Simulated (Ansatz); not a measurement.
# Changed inputs in constrained RPA: Cs2MoF4 (started from the K2NiF4 type) (I4/mmm)

Aim: hold the target of a cRPA run on Cs2MoF4 (started from the K2NiF4 type) (I4/mmm) and move one thing at a time.

Program: Ansatz 0.2.0. Level of theory: constrained RPA on LDA, plane waves, PAW. Results are calculated unless marked as measured.

The structure was built from a prototype and need not be the compound's stable phase.

## 1. Set-up

It takes space group I4/mmm (No. 139, tetragonal). Conventional cell: a = 4.180 Å, b = 4.180 Å, c = 14.304 Å, α = 90.00°, β = 90.00°, γ = 90.00°. Nearest to Cs lie 9 F at 2.92 to 2.97 Å. Nearest to Mo lie 6 F at 2.09 to 2.12 Å. F has 2 Mo at 2.09 Å and 4 Cs at 2.97 Å nearest. F has 1 Mo at 2.12 Å and 5 Cs at 2.92 to 2.96 Å nearest. Farther neighbours and most contacts between anions are not listed.

The structure was relaxed with LDA. The structure type comes from a generator and need not be one that this composition takes. The structure was generated from a model, not taken from a measurement. The runs that relaxed it are not among those shown. The program's search for lower electronic states was switched off, so nothing shows that the state found is the lowest. Spin-orbit coupling is left out unless a step names it. The default PAW set here is soft_2. Its files were made with PBE.

## 2. Base: Mo t2g, bands v2 to c1, 4×4×4 mesh, medium accuracy

Constrained RPA screens the interaction with every transition except those inside the target bands, which a later many-body model would treat itself.

Contents of input.yaml:

```yaml
crystal:
  lattice:
    - [2.09017297, -2.09017297, 7.15219142]
    - [-2.09017297, 2.09017297, 7.15219142]
    - [-2.09017297, -2.09017297, -7.15219142]
  atoms:
    - { symbol: Cs, position: [0.3523595538, 0.3523595538, 0.0] }
    - { symbol: Cs, position: [0.6476404462, 0.6476404462, 0.0] }
    - { symbol: Mo, position: [0.0, 0.0, 0.0] }
    - { symbol: F, position: [0.0, 0.5, 0.5] }
    - { symbol: F, position: [0.5, 0.0, 0.5] }
    - { symbol: F, position: [0.1483851221, 0.1483851221, 0.0] }
    - { symbol: F, position: [0.8516148779, 0.8516148779, 0.0] }
kpoints:
  mp_grid: { grid: [8, 8, 8] }
hamiltonian:
  xc: lda
scf:
  occupations: { method: gaussian, width: 0.08 }
  n_extra_bands: 19
  max_iter: 150
  lower_state_search: "off"
output:
  crpa:
    kmesh: [4, 4, 4]
    target_bands: [v2, c1]
    projections: [{ species: Mo, l: d, shell: 4, orbitals: [dxz, dyz, dxy] }]
  local_orbitals:
    kmesh: [8, 8, 8]
    orbitals: [{ species: Mo, l: d, shell: 4, orbitals: [dxz, dyz, dxy] }]
    window: { bands: [v2, c1] }
    seedname: lo
```

Command:

```console
> ansatz run input.yaml --threads 4 --pin off --max-ram 14745MiB --backend cpu --events-out ev --progress --plain --runs-dir out
```

Numbers of over 12 decimals in the logs are rounded to 6 here.

The program printed:

```text
scf.n_extra_bands = 19 over 30 filled bands (N_el = 60.0): the run solves 49 bands
Engine: ansatz 0.2.0, aarch64-unknown-linux-gnu
Pseudopotentials: kind: paw
Pseudopotential: Cs, paw, valence charge 9, recommended cutoff 420 eV (normal), Cs.paw.azcp
Pseudopotential: Mo, paw, valence charge 14, recommended cutoff 420 eV (normal), Mo.paw.azcp
Pseudopotential: F, paw, valence charge 7, recommended cutoff 420 eV (normal), F.paw.azcp
Functional definition: SPW92
  exchange = slater_x
  correlation = pw_c
Crystal: 7 atoms, lattice volume = 124.987 Å³
Basis set: ecut = 420 eV, 2427 PW (Γ)
Bands: 49, of which v1, the nominal top of the filled ones, is band 30 counted from 1 (29 counted from 0)
Symmetry: 16 space group operations
Space group: I4/mmm (ITA 139), of the structure as read, at distance tolerance 5.0e-5 Å
k-points: 59 of 512
Non-local potential: Cs, projectors of the file, l = 0: 3, l = 1: 2, l = 2: 2, l = 3: 2
Non-local potential: Mo, projectors of the file, l = 0: 3, l = 1: 2, l = 2: 2, l = 3: 1
Non-local potential: F, projectors of the file, l = 0: 2, l = 1: 2, l = 2: 1
PAW form: soft (Blöchl's): semilocal exchange-correlation on the pseudo side does not see the compensation charge
PAW frozen core: Cs, regenerated for the run's functional, and the local potential with it (the file was generated under x = pbe(κ = 0.804, μ = 0.219515), c = pbe(β = 0.066725))
PAW frozen core: Mo, regenerated for the run's functional, and the local potential with it (the file was generated under x = pbe(κ = 0.804, μ = 0.219515), c = pbe(β = 0.066725))
PAW frozen core: F, regenerated for the run's functional, and the local potential with it (the file was generated under x = pbe(κ = 0.804, μ = 0.219515), c = pbe(β = 0.066725))
PAW one-centre angular grid: Cs, 194 points (default); XC on 64 Gauss nodes
PAW one-centre angular grid: Mo, 590 points (default); XC on 64 Gauss nodes
PAW one-centre angular grid: F, 110 points (default); XC on 64 Gauss nodes
Initial density: superposition of atomic densities (neutral atoms: chi_scale 0, normalization atom), corrected by the library's trained network
Initial wavefunctions: pseudopotential atomic-orbital guess
Functional: x = slater, c = lda
SCF iter   1: F=—  HF=-19031.488782 eV  |F-HF|=—  |Δ(HF+E_count)|=         —  Δρ=1.69e-2  dr2=2.34e-1  ethr=1.77e-3  ⟨swp⟩=6.1  Hψ=12718  notcnv=0  defer=362
preconditioner: auto → LDOS  [metal: Δε(μ)=0.004 eV  Ē_g=12.765 eV  σ=0.080 eV  W_gap=0.03  n_scr=32 (ndim 8)  ℏωp=21.0 eV  f_vac=0.043  D(μ)=3.41/eV (n_scr^D=24)  β→1.0]
SCF iter   2: F=—  HF=-19031.495482 eV  |F-HF|=—  |Δ(HF+E_count)|=   6.70e-3  Δρ=1.87e-2  dr2=2.54e-1  ethr=3.89e-4  ⟨swp⟩=2.0  Hψ=5257  notcnv=0  defer=761
[...]
SCF 1 converged in 9 iterations: F = -19031.423484 eV  dr2 = 5.00e-8
[...]
NSCF: frozen V_eff on 63 k-points
NSCF: frozen V_eff on 13 k-points
[...]
cRPA screening: q 1/64
cRPA screening: q 2/64
cRPA screening: q 6/64 (q-point 3)
cRPA screening: q 8/64 (q-point 5)
cRPA screening: q 16/64 (q-point 6)
cRPA screening: q 32/64 (q-point 9)
cRPA screening: q 36/64 (q-point 10)
cRPA screening: q 44/64 (q-point 22)
cRPA screening: q 46/64 (q-point 24)
cRPA screening: q 48/64 (q-point 27)
cRPA screening: q 56/64 (q-point 30)
cRPA screening: q 60/64 (q-point 31)
cRPA screening: q 64/64 (q-point 43)
SCF converged after 9 iterations
Free energy (F): -19031.423484 eV
Harris-Foulkes:  -19031.423484 eV  (|F-HF|=3.65e-8)
Internal energy: -19031.410073 eV  (E = F + TS)
E sigma→0 (E₀):  -19031.416779 eV
Entropy (-TS):   -0.013410 eV (-1.916 meV/atom)
Fermi energy:    10.630948 eV
--- Per-component energies (eV) ---
  E_band       = -304.353100
  E_kinetic    = 1554.798695
  E_local      = -5054.305087  (includes V_loc(G=0)·N_el)
  E_nonlocal   = 520.539796
  E_hartree    = 2012.644631
  E_xc         = -841.771396
  E_vxc        = -888.069838  (∫ρ·V_xc dr)
  E_paw        = -13646.164645  (= ΣΔE_a)
  E_vpaw       = -462.607051  (= ΣTr[D̂ρ^β])
  E_aug_tail   = 0.007971  (compensation charges beyond the density's cutoff)
  E_ewald      = -3578.626975
  E_core_change = 1.466936  (= ΣΔE_core)
  E_smearing   = -0.013410  (= −TS)
  E_closure    = 0.000000  (closes the sum)
  Σ components = -19031.423484   (vs F -19031.423484, Δ=0.00e0)
--- Band table (eV; the first three rows and the last of 59) ---
  k-point 0: bands = [... 26 lower, 4.3113, 4.3113, 9.3568, 9.8731, 9.8731, 11.3271, 11.3294, 11.9875, ... 15 higher]
  k-point 1: bands = [... 26 lower, 4.3026, 4.3362, 9.6659, 9.9788, 10.0475, 11.8028, 11.8794, 12.3688, ... 15 higher]
  k-point 2: bands = [... 26 lower, 4.4102, 4.4130, 10.2723, 10.3298, 10.4212, 12.6269, 12.9098, 13.0376, ... 15 higher]
  k-point 58: bands = [... 26 lower, 4.4619, 4.4619, 9.3588, 9.9947, 9.9947, 11.1822, 11.9088, 11.9105, ... 15 higher]
--- cRPA (band scheme, projected local orbitals): target bands 29..31 (1-based), 3 Wannier function(s), 4×4×4 mesh, 62 bands' worth read of 67 solved, ecut_chi 136.0 eV, v(q+G=0) probe_charge, pair densities all_electron ---
  bands read: the sum over 62 bands ends inside a degenerate multiplet in 4 slots, whose members it reads at an even weight; the widest, k=0: bands 62 to 63 (counted from 1) at 1/2 each
  χ-basis size per q: N_G = 430..466
  window electrons = 4.0000, filled by tetrahedron_uncorrected; constrained ε̄⁻¹(q = 0, 0) head = 0.314535; min gauge Gram eig = 0.7517
  Kanamori averages over each shell's own Wannier functions (sites counted from 0, functions from 1):
    Site 2, 4D, 3 of 5 d orbitals (Wannier functions 1, 2, 3; wannier90's mr 2, 3, 5):
      screened: U = 4.2029 eV, U' = 3.4958 eV, J = 0.3394 eV
      screened, to within: U = 9.8e-3 eV, U' = 9.8e-3 eV, J = 6.0e-4 eV
      bare: V = 12.5823 eV, V' = 11.6005 eV, J = 0.4889 eV
  Hermiticity witness max|P − P†| over intra, direct and exchange elements: 2.66e-15 eV (screened), 1.45e-22 eV (bare)
  Reality witness max|Im| over intra, direct and exchange elements: 4.09e-18 eV (screened), 7.98e-19 eV (bare)
```

The job ended after 5.9 min (4 threads of Arm Neoverse V1, shared host; peak memory 1.1 GiB).

This step gave:

| Quantity | Value |
| --- | --- |
| U | 4.203 eV |
| U prime (inter-orbital) | 3.496 eV |
| J | 0.3394 eV |
| bare V | 12.58 eV |
| bare J | 0.4889 eV |
| stated bound on U | 0.009775 eV |
| U over bare V | 0.3340 |
| electrons in the window | 4.000 |
| head of the constrained inverse dielectric matrix | 0.3145 |
| least eigenvalue of the projection's overlap | 0.7517 |
| target functions | 3 |
| bands in the sums | 62 |
| r.m.s. miss of the model bands | 3.92e-4 eV |
| width of the target bands | 1.940 eV |
| weight of the projected orbitals in the window | 0.8644 |

On the Mo t2g shell, screening brings the on-site interaction from 12.6 eV down to U = 4.20 eV.

## 3. Changed: 2×2×2 mesh

input.yaml, as its differences from that of step 2:

```diff
@@ -24,9 +24,4 @@
   crpa:
-    kmesh: [4, 4, 4]
+    kmesh: [2, 2, 2]
     target_bands: [v2, c1]
     projections: [{ species: Mo, l: d, shell: 4, orbitals: [dxz, dyz, dxy] }]
-  local_orbitals:
-    kmesh: [8, 8, 8]
-    orbitals: [{ species: Mo, l: d, shell: 4, orbitals: [dxz, dyz, dxy] }]
-    window: { bands: [v2, c1] }
-    seedname: lo
```

The program printed:

```text
[...]
Crystal: 7 atoms, lattice volume = 124.987 Å³
Basis set: ecut = 420 eV, 2427 PW (Γ)
Bands: 49, of which v1, the nominal top of the filled ones, is band 30 counted from 1 (29 counted from 0)
Symmetry: 16 space group operations
[...]
k-points: 59 of 512
[...]
SCF iter   1: F=—  HF=-19031.488782 eV  |F-HF|=—  |Δ(HF+E_count)|=         —  Δρ=1.69e-2  dr2=2.34e-1  ethr=1.77e-3  ⟨swp⟩=6.1  Hψ=12718  notcnv=0  defer=362
[...]
SCF iter   9: F=-19031.423484 eV  HF=-19031.423484 eV  |F-HF|=3.65e-8  |Δ(HF+E_count)|=   1.02e-7  Δρ=6.16e-6  dr2=5.00e-8  ethr=1.67e-10  ⟨swp⟩=12.4  Hψ=14499  notcnv=0
SCF 1 converged in 9 iterations: F = -19031.423484 eV  dr2 = 5.00e-8
[...]
NSCF: frozen V_eff on 4 k-points
[...]
cRPA screening: q 1/8
cRPA screening: q 2/8
cRPA screening: q 4/8 (q-point 3)
cRPA screening: q 8/8
SCF converged after 9 iterations
Free energy (F): -19031.423484 eV
[...]
Internal energy: -19031.410073 eV  (E = F + TS)
E sigma→0 (E₀):  -19031.416779 eV
Entropy (-TS):   -0.013410 eV (-1.916 meV/atom)
Fermi energy:    10.630948 eV
[...]
--- Band table (eV; the first three rows and the last of 59) ---
  k-point 0: bands = [... 26 lower, 4.3113, 4.3113, 9.3568, 9.8731, 9.8731, 11.3271, 11.3294, 11.9875, ... 15 higher]
  k-point 1: bands = [... 26 lower, 4.3026, 4.3362, 9.6659, 9.9788, 10.0475, 11.8028, 11.8794, 12.3688, ... 15 higher]
  k-point 2: bands = [... 26 lower, 4.4102, 4.4130, 10.2723, 10.3298, 10.4212, 12.6269, 12.9098, 13.0376, ... 15 higher]
  k-point 58: bands = [... 26 lower, 4.4619, 4.4619, 9.3588, 9.9947, 9.9947, 11.1822, 11.9088, 11.9105, ... 15 higher]
[...]
χ-basis size per q: N_G = 430..466
[...]
Site 2, 4D, 3 of 5 d orbitals (Wannier functions 1, 2, 3; wannier90's mr 2, 3, 5):
      screened: U = 4.4974 eV, U' = 3.7679 eV, J = 0.3445 eV
      screened, to within: U = 1.1e-2 eV, U' = 1.1e-2 eV, J = 6.8e-4 eV
      bare: V = 12.8399 eV, V' = 11.8361 eV, J = 0.4964 eV
[...]
```

Run time: 26 s. Hardware: 4 threads; peak memory 0.87 GiB.

Numbers from this step:

| Property | Result |
| --- | --- |
| U | 4.497 eV |
| U prime (inter-orbital) | 3.768 eV |
| J | 0.3445 eV |
| bare V | 12.84 eV |
| bare J | 0.4964 eV |
| stated bound on U | 0.01088 eV |
| U over bare V | 0.3503 |
| electrons in the window | 4.000 |
| head of the constrained inverse dielectric matrix | 0.2901 |
| least eigenvalue of the projection's overlap | 0.7517 |
| target functions | 3 |
| bands in the sums | 62 |
| width of the target bands | 1.940 eV |
| weight of the projected orbitals in the window | 0.8644 |

On the Mo t2g shell, screening brings the on-site interaction from 12.8 eV down to U = 4.50 eV.

## 4. Changed: accuracy high

input.yaml, as its differences from that of step 3:

```diff
@@ -24,4 +24,5 @@
   crpa:
-    kmesh: [2, 2, 2]
+    kmesh: [4, 4, 4]
     target_bands: [v2, c1]
     projections: [{ species: Mo, l: d, shell: 4, orbitals: [dxz, dyz, dxy] }]
+    accuracy: high
```

The program printed:

```text
[...]
Crystal: 7 atoms, lattice volume = 124.987 Å³
Basis set: ecut = 420 eV, 2427 PW (Γ)
Bands: 49, of which v1, the nominal top of the filled ones, is band 30 counted from 1 (29 counted from 0)
Symmetry: 16 space group operations
[...]
k-points: 59 of 512
[...]
k-point 58: bands = [... 26 lower, 4.4619, 4.4619, 9.3588, 9.9947, 9.9947, 11.1822, 11.9088, 11.9105, ... 15 higher]
[...]
χ-basis size per q: N_G = 430..466
[...]
Site 2, 4D, 3 of 5 d orbitals (Wannier functions 1, 2, 3; wannier90's mr 2, 3, 5):
      screened: U = 4.2043 eV, U' = 3.4971 eV, J = 0.3395 eV
      screened, to within: U = 6.5e-4 eV, U' = 6.5e-4 eV, J = 4.7e-5 eV
      bare: V = 12.5823 eV, V' = 11.6005 eV, J = 0.4889 eV
[...]
[key lines of the parts left out:]
SCF converged after 9 iterations
Free energy (F): -19031.423484 eV
Fermi energy:    10.630948 eV
```

Wall time 9.7 min (4 threads); peak memory 1.2 GiB; 38 min of CPU time.

Numbers from this step:

- U: 4.204 eV
- U prime (inter-orbital): 3.497 eV
- J: 0.3395 eV
- bare V: 12.58 eV
- bare J: 0.4889 eV
- stated bound on U: 6.47e-4 eV
- U over bare V: 0.3341
- electrons in the window: 4.000
- head of the constrained inverse dielectric matrix: 0.3145
- least eigenvalue of the projection's overlap: 0.7517
- target functions: 3
- bands in the sums: 62
- width of the target bands: 1.940 eV
- weight of the projected orbitals in the window: 0.8644

On the Mo t2g shell, screening brings the on-site interaction from 12.6 eV down to U = 4.20 eV.

## 5. Changed: accuracy low

input.yaml, as its differences from that of step 4:

```diff
@@ -27,2 +27,2 @@
     projections: [{ species: Mo, l: d, shell: 4, orbitals: [dxz, dyz, dxy] }]
-    accuracy: high
+    accuracy: low
```

The program printed:

```text
[...]
Crystal: 7 atoms, lattice volume = 124.987 Å³
Basis set: ecut = 420 eV, 2427 PW (Γ)
Bands: 49, of which v1, the nominal top of the filled ones, is band 30 counted from 1 (29 counted from 0)
Symmetry: 16 space group operations
[...]
k-points: 59 of 512
[...]
k-point 58: bands = [... 26 lower, 4.4619, 4.4619, 9.3588, 9.9947, 9.9947, 11.1822, 11.9088, 11.9105, ... 15 higher]
[...]
χ-basis size per q: N_G = 430..466
[...]
Site 2, 4D, 3 of 5 d orbitals (Wannier functions 1, 2, 3; wannier90's mr 2, 3, 5):
      screened: U = 4.1292 eV, U' = 3.4295 eV, J = 0.3363 eV
      screened, to within: U = 1.7e-1 eV, U' = 1.7e-1 eV, J = 9.6e-3 eV
      bare: V = 12.5823 eV, V' = 11.6005 eV, J = 0.4889 eV
[...]
[key lines of the parts left out:]
SCF converged after 9 iterations
Free energy (F): -19031.423484 eV
Fermi energy:    10.630948 eV
```

Wall time 2.9 min (4 threads); peak memory 1 GiB; 11 min of CPU time.

Numbers from this step:

* U: 4.129 eV
* U prime (inter-orbital): 3.430 eV
* J: 0.3363 eV
* bare V: 12.58 eV
* bare J: 0.4889 eV
* stated bound on U: 0.1672 eV
* U over bare V: 0.3282
* electrons in the window: 4.000
* head of the constrained inverse dielectric matrix: 0.3144
* least eigenvalue of the projection's overlap: 0.7517
* target functions: 3
* bands in the sums: 62
* width of the target bands: 1.940 eV
* weight of the projected orbitals in the window: 0.8644

On the Mo t2g shell, screening brings the on-site interaction from 12.6 eV down to U = 4.13 eV.

## 6. Changed: more bands than orbitals

input.yaml, as its differences from that of step 5:

```diff
@@ -25,4 +25,3 @@
     kmesh: [4, 4, 4]
-    target_bands: [v2, c1]
+    target_bands: [v2, c2]
     projections: [{ species: Mo, l: d, shell: 4, orbitals: [dxz, dyz, dxy] }]
-    accuracy: low
```

The program printed:

```text
Error: invalid value for `output.crpa.projections`: 3 orbital(s) selected but the target window spans 4 band(s); name one orbital per band of it
```

It took 0.13 s on 4 threads; peak memory 0.095 GiB.

The input was rejected at the start.

The program's message: “Error: invalid value for `output.crpa.projections`: 3 orbital(s) selected but the target window spans 4 band(s); name one orbital per band of it”

The fault put into this input: more bands than orbitals.

## 7. Changed: volume +6 %

The cell differs from the one that the last finished run ended in (a 7.739 → 7.891 Å, b 7.739 → 7.891 Å, c 7.739 → 7.891 Å).

input.yaml, as its differences from that of step 6:

```diff
@@ -2,5 +2,5 @@
   lattice:
-    - [2.09017297, -2.09017297, 7.15219142]
-    - [-2.09017297, 2.09017297, 7.15219142]
-    - [-2.09017297, -2.09017297, -7.15219142]
+    - [2.1311671613, -2.1311671613, 7.2924660803]
+    - [-2.1311671613, 2.1311671613, 7.2924660803]
+    - [-2.1311671613, -2.1311671613, -7.2924660803]
   atoms:
@@ -25,3 +25,8 @@
     kmesh: [4, 4, 4]
-    target_bands: [v2, c2]
+    target_bands: [v2, c1]
     projections: [{ species: Mo, l: d, shell: 4, orbitals: [dxz, dyz, dxy] }]
+  local_orbitals:
+    kmesh: [8, 8, 8]
+    orbitals: [{ species: Mo, l: d, shell: 4, orbitals: [dxz, dyz, dxy] }]
+    window: { bands: [v2, c1] }
+    seedname: lo
```

The program printed:

```text
[...]
Crystal: 7 atoms, lattice volume = 132.486 Å³
Basis set: ecut = 420 eV, 2569 PW (Γ)
Bands: 49, of which v1, the nominal top of the filled ones, is band 30 counted from 1 (29 counted from 0)
Symmetry: 16 space group operations
[...]
k-points: 59 of 512
[...]
k-point 58: bands = [... 26 lower, 3.7971, 3.7971, 8.6453, 9.2038, 9.2038, 10.2782, 10.9168, 11.1774, ... 15 higher]
[...]
χ-basis size per q: N_G = 454..500
[...]
Site 2, 4D, 3 of 5 d orbitals (Wannier functions 1, 2, 3; wannier90's mr 2, 3, 5):
      screened: U = 4.3866 eV, U' = 3.6640 eV, J = 0.3433 eV
      screened, to within: U = 1.2e-2 eV, U' = 1.2e-2 eV, J = 6.1e-4 eV
      bare: V = 12.7033 eV, V' = 11.7074 eV, J = 0.4957 eV
[...]
[key lines of the parts left out:]
SCF converged after 9 iterations
Free energy (F): -19031.329318 eV
Fermi energy:    9.773904 eV
```

Elapsed: 6.2 min, on 4 threads; peak memory 1.1 GiB; 24 min of CPU time.

This step gave:

```yaml
u: 4.387 eV
u_prime_inter_orbital: 3.664 eV
j: 0.3433 eV
bare_v: 12.70 eV
bare_j: 0.4957 eV
stated_bound_on_u: 0.01106 eV
u_over_bare_v: 0.3453
electrons_in_the_window: 4.000
head_of_the_constrained_inverse_dielectric_matrix: 0.3302
least_eigenvalue_of_the_projection_s_overlap: 0.7770
target_functions: 3
bands_in_the_sums: 62
r_m_s_miss_of_the_model_bands: 1.94e-4 eV
width_of_the_target_bands: 1.717 eV
weight_of_the_projected_orbitals_in_the_window: 0.8751
```

On the Mo t2g shell, screening brings the on-site interaction from 12.7 eV down to U = 4.39 eV.

## 8. Side by side

Times are wall times on 4 threads of Arm Neoverse V1, shared host, good to a factor of about two.

```csv
run,bare V (eV),U (eV),J (eV),bound on U (eV),width (eV),time
target window,12.58,4.203,0.339,0.0098,1.94,5.9 min
2×2×2 mesh,12.84,4.497,0.345,0.0109,1.94,26 s
accuracy high,12.58,4.204,0.339,0.0006,1.94,9.7 min
accuracy low,12.58,4.129,0.336,0.1672,1.94,2.9 min
volume +6 %,12.70,4.387,0.343,0.0111,1.72,6.2 min
```

## 9. Outcome

```yaml
target_window: U 4.20 eV, J 0.34 eV
2x2x2_mesh: U 4.50 eV, J 0.34 eV
accuracy_high: U 4.20 eV, J 0.34 eV
accuracy_low: U 4.13 eV, J 0.34 eV
volume_plus_6: U 4.39 eV, J 0.34 eV
```

2×2×2 mesh moves U by +0.29 eV at 0.072 times the time. Accuracy high moves U by +0.001 eV (within the solver's bounds, for the mean over orbitals). Accuracy low moves U by −0.07 eV (within the solver's bounds, for the mean over orbitals) at 0.49 times the time. Volume +6 % moves U by +0.18 eV. The printed bound covers the solver alone, not the mesh, and no denser mesh than the base was run. The parent state is non-magnetic and the interaction static (zero frequency); U depends on the window and the orbitals, so it belongs to this model alone.

[Paths, hosts, dates, memory and timing lines, banners, echoed tables and standing remarks are left out of the program output.]

[Logs are printed without paths, hosts, clocks, repeated set-up lines and the standing remarks that a program may print on its own settings, such as how far it seeks lower states.]

[Runs of the session that timed out or met a known fault of the program may be left out.]

[Hosts, paths, dates, database ids (printed as entryN), source tags and the programs' standing remarks are cut or masked in the printed files.]
